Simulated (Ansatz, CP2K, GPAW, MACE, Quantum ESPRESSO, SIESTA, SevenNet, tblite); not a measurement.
## Σ7 (111) twist boundary in CsBr (84 atoms) in CP2K

Aim: run Σ7 (111) twist boundary in CsBr (84 atoms) in CP2K and see how near its forces come to a plane-wave reference, and at what cost.

Main program and level: CP2K 2026.2; the method is named at each step.

### 1. Starting point

The cell holds 84 atoms: 42 Cs and 42 Br. Cell: a = 16.052 Å, b = 16.052 Å, c = 16.126 Å, α = 90.0°, β = 90.0°, γ = 60.0°. It derives from CsBr (CsCl-type). CsCl-type CsBr (a = 4.29 Å); two grains turned against each other by 81.79 deg about [111]; 1 x 1 coincidence cells, 1 lattice periods a grain, two boundaries a cell, upper grain shifted by [0.246, 0] of the boundary cell and opened by 1.98 Å, no atom removed; minimised with a classical potential (one cell length free). Then every atom was moved at random, 0.03 Å r.m.s. a Cartesian component. Regions: lower grain, 42 atoms (21 Cs and 21 Br); upper grain, 42 atoms (21 Cs and 21 Br). The structure's axis is c.

The yardstick, on the same geometry:

```
method                                           : Kohn-Sham DFT, PBE, SSSP efficiency 1.3.0 pseudopotentials, plane waves (Quantum ESPRESSO 7.5); sssp-pbe-1.3.0-efficiency, cutoffs 45/360 Ry, Γ point
r.m.s. force component                           : 0.1094 eV/Å
longest force                                    : 0.4922 eV/Å
pressure                                         : 0.8633 GPa
gap (highest filled to lowest empty level) : 3.582 eV
time                                             : 13 min on 4 MPI ranks of Arm Neoverse V2, shared host
CPU time                                         : 50 min
```

### 2. PBE, DZVP-MOLOPT-SR, 350/50 Ry, diagonalisation

Method: Kohn-Sham DFT, PBE, GTH-PBE pseudopotentials, Gaussian and plane waves, DZVP-MOLOPT-SR-GTH, diagonalisation.

Input file input.inp:

```
&GLOBAL
  PROJECT cell
  RUN_TYPE ENERGY_FORCE
  PRINT_LEVEL LOW
&END GLOBAL
&FORCE_EVAL
  METHOD QS
  STRESS_TENSOR ANALYTICAL
  &DFT
    BASIS_SET_FILE_NAME BASIS_MOLOPT
    POTENTIAL_FILE_NAME GTH_POTENTIALS
    &MGRID
      CUTOFF 350
      REL_CUTOFF 50
    &END MGRID
    &QS
      EPS_DEFAULT 1.0E-12
    &END QS
    &SCF
      SCF_GUESS ATOMIC
      EPS_SCF 1.0E-06
      MAX_SCF 200
      ADDED_MOS 54
      &DIAGONALIZATION
        ALGORITHM STANDARD
      &END DIAGONALIZATION
      &SMEAR ON
        METHOD FERMI_DIRAC
        ELECTRONIC_TEMPERATURE [K] 580
      &END SMEAR
      &MIXING
        METHOD BROYDEN_MIXING
        ALPHA 0.15
        NBROYDEN 8
      &END MIXING
      &PRINT
        &RESTART OFF
        &END RESTART
      &END PRINT
    &END SCF
    &XC
      &XC_FUNCTIONAL PBE
      &END XC_FUNCTIONAL
    &END XC
    &PRINT
      &MULLIKEN ON
      &END MULLIKEN
      &LOWDIN ON
      &END LOWDIN
      &MO ON
        EIGENVALUES T
        OCCUPATION_NUMBERS T
        MO_INDEX_RANGE 325 348
        &EACH
          QS_SCF 0
        &END EACH
        ADD_LAST NUMERIC
      &END MO
    &END PRINT
  &END DFT
  &SUBSYS
    &CELL
      A 16.05171 0.00000 0.00000
      B 8.02586 13.90119 0.00000
      C 0.00000 0.00000 16.12598
    &END CELL
    &COORD
      Cs 13.48569 9.59182 1.24235
      Br 13.48464 9.66202 4.75668
      Cs 12.48920 13.05683 3.61141
      Br 13.16209 11.91276 7.65097
      Cs 1.22531 0.09661 1.06641
      Br 1.12394 0.01529 4.66557
      Cs 17.94260 5.93720 0.60698
      Br 18.25682 5.99266 4.55607
      Cs 15.98197 3.31279 3.39081
      Br 15.77506 3.31474 6.99948
      Cs 19.36093 12.05761 1.11156
      Br 19.38509 12.03273 4.52043
      Cs 17.11514 9.18785 3.26309
      Br 17.35511 9.26792 6.86757
      Cs 14.94198 6.66020 6.05595
      Br 14.80385 6.50103 2.42293
      Cs 15.93887 12.42044 5.44913
      Br 15.86022 12.37456 1.91722
      Cs 6.59934 1.81021 1.25009
      Br 6.57960 1.83301 4.81102
      Cs 7.67392 8.41092 0.62730
      Br 7.81967 8.13261 4.16582
      Cs 5.41641 5.38268 3.17375
      Br 5.38696 5.38365 6.71002
      Cs 3.15023 2.74229 6.03225
      Br 3.31990 2.56296 2.50098
      Cs 6.74533 11.51144 3.10651
      Br 6.77896 11.63252 6.65035
      Cs 20.70823 8.70395 5.69312
      Br 20.47653 8.61651 2.06961
      Cs 12.27057 4.14144 1.18687
      Br 12.21840 4.15701 4.81361
      Cs 10.13954 1.33674 3.34001
      Br 10.04917 1.20940 7.40602
      Cs 11.14254 7.29409 3.43483
      Br 8.99321 7.38473 7.88448
      Cs 8.76672 4.66760 5.50751
      Br 8.78462 4.62632 1.97043
      Cs 10.06419 10.53585 5.97258
      Br 10.24300 10.72046 2.14637
      Cs 13.51225 0.83477 5.50476
      Br 13.61947 0.88092 2.01978
      Cs 2.71563 0.08674 9.07006
      Br 2.80857 0.06005 12.71001
      Cs 13.35101 1.80854 9.27631
      Br 13.37348 1.79437 12.88772
      Cs 7.72023 4.17091 9.20890
      Br 7.71630 4.17578 12.89127
      Cs 9.94355 1.39040 11.38188
      Br 9.95535 1.28739 15.42531
      Cs 18.06604 6.03256 8.58531
      Br 17.88426 6.00045 12.62116
      Cs 4.01887 3.29180 11.49057
      Br 4.23500 3.33059 15.01813
      Cs 6.51001 0.86618 13.56388
      Br 6.32036 0.90942 10.09277
[... 24 atom lines left out ...]
      Cs 9.95046 10.50485 14.01428
      Br 9.75455 10.68320 10.26564
      Cs 20.10373 12.39972 13.52244
      Br 20.24129 12.29463 9.98118
    &END COORD
    &KIND Cs
      BASIS_SET DZVP-MOLOPT-SR-GTH-q9
      POTENTIAL GTH-PBE-q9
    &END KIND
    &KIND Br
      BASIS_SET DZVP-MOLOPT-SR-GTH-q7
      POTENTIAL GTH-PBE-q7
    &END KIND
  &END SUBSYS
  &PRINT
    &FORCES ON
    &END FORCES
    &STRESS_TENSOR ON
    &END STRESS_TENSOR
  &END PRINT
&END FORCE_EVAL
```

The run is started by

```bash
$ OMP_NUM_THREADS=1 mpirun -np 4 cp2k.psmp -i input.inp > output.txt
```

Numbers of over 12 decimals in the logs are rounded to 6 here.

What it wrote:

```text
CP2K| version string:                                       CP2K version 2026.2
 CP2K| Input file name                                                 input.inp
 GLOBAL| Basis set file name                                        BASIS_MOLOPT
 GLOBAL| Potential file name                                      GTH_POTENTIALS
 GLOBAL| Run type                                                   ENERGY_FORCE
 GLOBAL| Total number of message passing processes                             4
 GLOBAL| Number of threads for this process                                    1
 TOTAL NUMBERS AND MAXIMUM NUMBERS
  Total number of            - Atomic kinds:                                   2
                             - Atoms:                                         84
                             - Shell sets:                                    84
                             - Shells:                                       462
                             - Primitive Cartesian functions:                420
                             - Cartesian basis functions:                   1218
                             - Spherical basis functions:                   1134
  Maximum angular momentum of- Orbital basis functions:                        2
                             - Local part of the GTH pseudopotential:          2
                             - Non-local part of the GTH pseudopotential:      4
 SCF PARAMETERS         Density guess:                                    ATOMIC
                        max_scf:                                             200
                        eps_scf:                                        1.00E-06
                        added MOs                                        54    0
                        Mixing method:                            BROYDEN_MIXING
                                                charge density mixing in g-space
                        Smear method:                                FERMI_DIRAC
                        Electronic temperature [K]:                        580.0
                        Electronic temperature [a.u.]:                  1.84E-03
                        Accuracy threshold:                             1.00E-10
 Extrapolation method: initial_guess
 Number of electrons:                                                        672
 Number of occupied orbitals:                                                336
 Number of molecular orbitals:                                               390
 Number of orbital functions:                                               1134
 Number of independent orbital functions:                                   1134
 SCF WAVEFUNCTION OPTIMIZATION
  Step     Update method      Time    Convergence         Total energy    Change
     1 NoMix/Diag. 0.15E+00    4.3     0.68972088     -1416.7040607752 -1.42E+03
     2 Broy./Diag. 0.15E+00    7.0     0.03627365     -1402.0226682862  1.47E+01
     3 Broy./Diag. 0.15E+00    7.1     0.12626782     -1409.5665265025 -7.54E+00
     4 Broy./Diag. 0.15E+00    7.1     0.01420942     -1416.1880914401 -6.62E+00
     5 Broy./Diag. 0.15E+00    7.1     0.04903086     -1413.6704806533  2.52E+00
     6 Broy./Diag. 0.15E+00    7.1     0.00165529     -1413.9481226151 -2.78E-01
     7 Broy./Diag. 0.15E+00    7.1     0.00830585     -1414.3562117959 -4.08E-01
[...]
21 Broy./Diag. 0.15E+00    7.2     0.00000134     -1414.3675388535 -5.17E-05
    22 Broy./Diag. 0.15E+00    7.2     0.00000163     -1414.3675398767 -1.02E-06
    23 Broy./Diag. 0.15E+00    7.2     0.00000044     -1414.3675240898  1.58E-05
  *** SCF run converged in    23 steps ***
  Electronic density on regular grids:       -672.0000000000        0.0000000000
  Core density on regular grids:              671.9999999989       -0.0000000011
  Total charge density on r-space grids:       -0.0000000011
  Total charge density g-space grids:          -0.0000000011
  Overlap energy of the core charge distribution:               0.000000
  Self energy of the core charge distribution:              -2938.299351
  Core Hamiltonian energy:                                    608.799701
  Hartree energy:                                            1161.827608
  Exchange-correlation energy:                               -246.695482
  Electronic entropic energy:                                  -0.000000
  Fermi energy:                                                 0.139492
  Total energy:                                             -1414.367524
  Total energy (extrapolated to T->0):                      -1414.367524
 MO| EIGENVALUES AND OCCUPATION NUMBERS
 MO|
 MO|  Index      Eigenvalue [a.u.]        Eigenvalue [eV]             Occupation
 MO|    325               0.055904               1.521220               2.000000
 MO|    326               0.056504               1.537563               2.000000
 MO|    327               0.057477               1.564029               2.000000
 MO|    328               0.057900               1.575548               2.000000
 MO|    329               0.058845               1.601255               2.000000
 MO|    330               0.059322               1.614241               2.000000
[...]
MO|    346               0.250466               6.815538               0.000000
 MO|    347               0.251113               6.833143               0.000000
 MO|    348               0.253532               6.898963               0.000000
 MO| Sum:                                                             672.000000
 MO| E(Fermi):            0.139492 a.u.          3.795770 eV
 MO| Band gap:            0.132835 a.u.          3.614612 eV
 !-----------------------------------------------------------------------------!
                     Mulliken Population Analysis
 #  Atom  Element  Kind  Atomic population                           Net charge
       1     Cs       1          8.304499                              0.695501
       2     Br       2          7.707276                             -0.707276
       3     Cs       1          8.337023                              0.662977
       4     Br       2          7.705888                             -0.705888
       5     Cs       1          8.284428                              0.715572
       6     Br       2          7.704076                             -0.704076
[...]
# Total charge                            672.000000                 -0.000000
 !-----------------------------------------------------------------------------!
 LOWDIN POPULATION ANALYSIS
 #  Atom  Element  Kind  Atomic population                           Net charge
[...]
82     Br       2          7.443457                             -0.443457
      83     Cs       1          8.566031                              0.433969
      84     Br       2          7.451252                             -0.451252
 # Total charge                            672.000000                 -0.000000
 ENERGY| Total FORCE_EVAL ( QS ) energy [hartree]          -1414.367510
 FORCES| Atomic forces [hartree/bohr]
 FORCES|   Atom     x               y               z               |f|
 FORCES|      1 -4.55046741E-04 -8.55612700E-04 -3.71717392E-03   3.84142195E-03
 FORCES|      2 -2.28136208E-04 -1.62429474E-03 -2.05342472E-04   1.65304116E-03
 FORCES|      3 -1.17921954E-04 -2.29032084E-04  1.97873935E-03   1.99543747E-03
 FORCES|      4 -3.56740630E-03  5.59493609E-04 -6.20076630E-04   3.66386624E-03
 FORCES|      5  2.89388744E-04 -2.86275649E-03 -2.33169978E-03   3.70350435E-03
 FORCES|      6  2.19711010E-03  1.17916745E-03  5.23452195E-05   2.49408674E-03
[...]
FORCES|     82  1.38875665E-03  2.55074151E-03 -2.36844342E-03   3.74759276E-03
 FORCES|     83 -1.92251676E-03  6.91892441E-04  5.09903981E-03   5.49317694E-03
 FORCES|     84  1.03606477E-03  3.21935612E-03  3.14650778E-03   4.61932844E-03
 FORCES| Sum    -4.00974913E-05 -1.17340384E-04 -1.06721158E-05
 FORCES| Total atomic force                                       1.24460711E-04
 STRESS| Analytical stress tensor [bar]
 STRESS|                        x                   y                   z
 STRESS|      x        7.45348820658E+03  -1.36931496673E+02  -2.26372527132E+02
 STRESS|      y       -1.36931496673E+02   7.21811356920E+03   5.02407436572E+02
 STRESS|      z       -2.26372527132E+02   5.02407436572E+02   1.71253307314E+04
 STRESS| 1/3 Trace                                             1.05989775024E+04
```

The job ended after 3 min (4 MPI ranks of Arm Neoverse V2, shared host; peak memory 8.5 GiB; 12 min of CPU time).

Banners, paths, timers and routine set-up lines are dropped from the logs unmarked, and long logs keep their key lines alone; longer cuts are marked.

Numbers from this run, and their distance from the reference:

```yaml
r_m_s_force_component: 0.1234 eV/Å
r_m_s_difference_of_force_components: 19.25 meV/Å
longest_difference_of_force_vectors: 93.76 meV/Å
force_difference_over_r_m_s_force: 17.6 %
slope_of_forces_against_the_reference_s: 1.121
correlation_of_force_components: 0.9936
spacing_of_highest_filled_and_lowest_empty_level: 3.615 eV
gap_difference: 0.0324 eV
pressure: 1.06 GPa
pressure_difference: 0.1966 GPa
```

Length of the force difference by element (eV/Å):

| element | atoms | mean | most |
| --- | --- | --- | --- |
| Br | 42 | 0.020 | 0.041 |
| Cs | 42 | 0.037 | 0.094 |

Levels nearest the highest filled one (eV from it): -0.22, -0.20, -0.18, -0.16, -0.14, -0.13, -0.11, -0.10, -0.06, -0.03, -0.01, 0.00, 3.61, 4.37, 4.41, 4.54, 4.62, 4.78, 4.83, 5.01, 5.03, 5.08, 5.09, 5.16.

A closer look about Cs29, whose charge lies farthest from its element's mean: 12 atoms, nearest first, numbered in the order of the input, with positions taken from that point.

| atom | x | y | z | distance (Å) | bonds | Mulliken charge (e) | Fx | Fy | Fz (eV/Å) |
| --- | --- | --- | --- | --- | --- | --- | --- | --- | --- |
| Cs29 | 0.00 | 0.00 | 0.00 | 0.00 | 7 | 0.77 | 0.021 | 0.181 | 0.026 |
| Br24 | 0.73 | -3.32 | 1.02 | 3.55 | 6 | -0.70 | -0.060 | -0.147 | 0.229 |
| Br22 | 3.16 | -0.57 | -1.53 | 3.56 | 7 | -0.70 | 0.056 | -0.067 | -0.064 |
| Br14 | -3.35 | 0.56 | 1.17 | 3.60 | 6 | -0.70 | 0.050 | -0.059 | 0.020 |
| Br30 | -0.23 | -0.09 | -3.62 | 3.63 | 7 | -0.70 | -0.069 | -0.102 | -0.042 |
| Br28 | 2.12 | 2.93 | 0.96 | 3.74 | 5 | -0.70 | 0.021 | -0.021 | 0.198 |
| Br12 | -1.32 | 3.33 | -1.17 | 3.77 | 7 | -0.70 | -0.095 | -0.009 | -0.068 |
| Br8 | -2.45 | -2.71 | -1.14 | 3.83 | 8 | -0.71 | -0.232 | -0.081 | -0.011 |
| Cs63 | 1.80 | 0.83 | 3.72 | 4.22 | 6 | 0.69 | 0.149 | 0.076 | -0.558 |
| Cs23 | 0.76 | -3.32 | -2.52 | 4.24 | 7 | 0.69 | 0.099 | 0.004 | 0.077 |
| Cs27 | 2.09 | 2.81 | -2.59 | 4.35 | 8 | 0.67 | 0.022 | -0.176 | 0.326 |
| Cs13 | -3.59 | 0.48 | -2.43 | 4.36 | 7 | 0.69 | 0.098 | -0.020 | 0.115 |

Forces lie 18 % from the reference's, at 0.24 times its CPU time.

### 3. PBE, TZVP-UZH, 350/50 Ry, diagonalisation

Method: Kohn-Sham DFT, PBE, GTH-PBE pseudopotentials, Gaussian and plane waves, TZVP-MOLOPT (UZH set), diagonalisation.

Changes to input.inp since step 2:

```diff
@@ -9,4 +9,4 @@
   &DFT
-    BASIS_SET_FILE_NAME BASIS_MOLOPT
-    POTENTIAL_FILE_NAME GTH_POTENTIALS
+    BASIS_SET_FILE_NAME BASIS_MOLOPT_UZH
+    POTENTIAL_FILE_NAME POTENTIAL_UZH
     &MGRID
@@ -70,3 +70,3 @@
     &KIND Cs
-      BASIS_SET DZVP-MOLOPT-SR-GTH-q9
+      BASIS_SET TZVP-MOLOPT-PBE-GTH-q9
       POTENTIAL GTH-PBE-q9
@@ -74,3 +74,3 @@
     &KIND Br
-      BASIS_SET DZVP-MOLOPT-SR-GTH-q7
+      BASIS_SET TZVP-MOLOPT-PBE-GTH-q7
       POTENTIAL GTH-PBE-q7
```

What it wrote:

```text
CP2K| version string:                                       CP2K version 2026.2
 CP2K| Input file name                                                 input.inp
 GLOBAL| Basis set file name                                    BASIS_MOLOPT_UZH
 GLOBAL| Potential file name                                       POTENTIAL_UZH
[... lines left out ...]
 Number of electrons:                                                        672
[... lines left out ...]
  Step     Update method      Time    Convergence         Total energy    Change
[... lines left out ...]
  *** SCF run converged in    21 steps ***
[... lines left out ...]
  Fermi energy:                                                 0.134256
  Total energy:                                             -1413.690309
  Total energy (extrapolated to T->0):                      -1413.690309
[... lines left out ...]
 MO| E(Fermi):            0.134256 a.u.          3.653302 eV
[... lines left out ...]
 ENERGY| Total FORCE_EVAL ( QS ) energy [hartree]          -1413.690278
[... lines left out ...]
 FORCES|      1 -1.96270884E-04 -7.74061034E-04 -3.58242393E-03   3.67034793E-03
 FORCES|      2 -8.28138548E-05 -1.58116565E-03  2.05019218E-04   1.59655123E-03
 FORCES|      3  5.09211611E-06 -1.83593745E-04  1.81283404E-03   1.82211411E-03
[...]
FORCES|     83 -2.07336095E-03  9.20884988E-04  4.65112723E-03   5.17492409E-03
 FORCES|     84  1.04913649E-03  3.11906971E-03  2.39822731E-03   4.07195008E-03
 FORCES| Sum    -1.54754156E-05 -1.98027952E-05 -5.14411809E-05
 FORCES| Total atomic force                                       5.72523736E-05
 STRESS| Analytical stress tensor [bar]
 STRESS|                        x                   y                   z
 STRESS|      x        9.98101091153E+03  -1.35047704682E+02  -2.35130136925E+02
 STRESS|      y       -1.35047704682E+02   9.68325635778E+03   4.18483395100E+02
 STRESS|      z       -2.35130136925E+02   4.18483395100E+02   1.87911189276E+04
 STRESS| 1/3 Trace                                             1.28184620657E+04
```

Run time: 2.4 min. Hardware: 4 MPI ranks; peak memory 8.6 GiB; 9.7 min of CPU time.

Numbers from this run, and their distance from the reference:

| Quantity | Value |
| --- | --- |
| r.m.s. force component | 0.1186 eV/Å |
| r.m.s. difference of force components | 21.85 meV/Å |
| longest difference of force vectors | 88.59 meV/Å |
| force difference over r.m.s. force | 19.97 % |
| slope of forces against the reference's | 1.068 |
| correlation of force components | 0.9849 |
| gap (highest filled to lowest empty level) | 3.521 eV |
| gap difference | -0.0615 eV |
| pressure | 1.282 GPa |
| pressure difference | 0.4185 GPa |

Against the first run (18 %), the force difference from the reference is 20 %, at 0.80 times the CPU time, with 1470 basis functions against 1134; this set comes with other potentials too, so the change isn't the basis's alone.

(Continued in part 2 of 2.)

[Also dropped from logs without a mark: logging warnings of Python, and SIESTA's first energy breakdown and zero terms.]

[Logs are printed without paths, hosts, clocks, repeated set-up lines and the standing remarks that a program may print on its own settings, such as how far it seeks lower states.]

[Hosts, paths, dates, database ids (printed as entryN), source tags and the programs' standing remarks are cut or masked in the printed files.]
